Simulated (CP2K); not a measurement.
Two runs for the C K edge of styrene. Run A: CP2K XAS_TDP, all-electron GAPW, PBEh(45%), aug-cc-pVDZ, TDA, no relativity. Run B differs in one setting.

First lines with a strength over 0.0015. A:

```csv
atom,energy (eV),states,"strength, one atom"
C1 (bonded to C and 2 H),280.59,1,0.0472
,284.09,1,0.0057
,284.50,1,0.0154
,285.28,1,0.0043
,285.63,1,0.0034
C2 (bonded to 2 C and H),281.02,1,0.0446
,284.40,2,0.0160
,284.69,1,0.0106
,285.99,1,0.0020
,286.09,1,0.0020
C3 (bonded to 3 C),281.46,1,0.0430
,284.77,1,0.0132
,286.83,1,0.0015
,287.42,1,0.0050
,287.59,1,0.0017
C4 (bonded to 2 C and H),281.10,1,0.0488
,284.35,1,0.0102
,285.19,1,0.0027
,285.83,1,0.0019
,286.01,1,0.0025
C5 (bonded to 2 C and H),281.42,1,0.0528
,284.23,1,0.0112
,285.79,1,0.0040
,285.99,1,0.0018
,286.93,1,0.0058
C6 (bonded to 2 C and H),281.24,1,0.0496
,284.23,1,0.0106
,285.34,1,0.0024
,285.60,1,0.0074
,286.00,1,0.0020
```

B:

```csv
atom,energy (eV),states,"strength, one atom"
C1 (bonded to C and 2 H),284.64,1,0.0558
,288.88,1,0.0096
,289.23,1,0.0281
,290.38,1,0.0021
,290.53,1,0.0074
C2 (bonded to 2 C and H),285.07,1,0.0554
,289.13,1,0.0229
,289.58,1,0.0070
,289.93,1,0.0042
,290.37,1,0.0017
C3 (bonded to 3 C),285.61,1,0.0555
,289.76,1,0.0109
,291.30,1,0.0029
,292.07,1,0.0064
,292.42,1,0.0155
C4 (bonded to 2 C and H),285.21,1,0.0586
,289.15,1,0.0186
,290.43,1,0.0040
,290.87,1,0.0026
,291.00,1,0.0026
C5 (bonded to 2 C and H),285.46,1,0.0619
,288.99,1,0.0187
,290.49,1,0.0015
,290.57,1,0.0019
,290.98,1,0.0046
C6 (bonded to 2 C and H),285.32,1,0.0598
,289.00,1,0.0181
,290.53,1,0.0032
,290.92,1,0.0068
,291.09,1,0.0019
```

Question: Which was it: GW2X switched on, the functional, the basis, scalar relativity switched on?

The functional (functional from PBEh(45%) to PBEh(60%); the lines alone don't name the new value). A functional moves all lines by electronvolts and changes their spacings and strengths. Against PBEh(45%) in aug-cc-pVDZ, the leading lines move by +4.05 eV (C1, to 284.64), +4.05 eV (C2, to 285.07), +4.15 eV (C3, to 285.61), +4.11 eV (C4, to 285.21), +4.04 eV (C5, to 285.46) and +4.08 eV (C6, to 285.32); the strength of C1's goes from 0.0472 to 0.0558. The next line of C1 over the strength cut lies 4.24 eV higher, against 3.50.

[Banner, clock and machine lines of the logs are left out without a mark of their own.]

[Logs are printed without paths, hosts, clocks, repeated set-up lines and the standing remarks that a program may print on its own settings, such as how far it seeks lower states.]

[Hosts, paths, dates, database ids (printed as entryN), source tags and the programs' standing remarks are cut or masked in the printed files.]
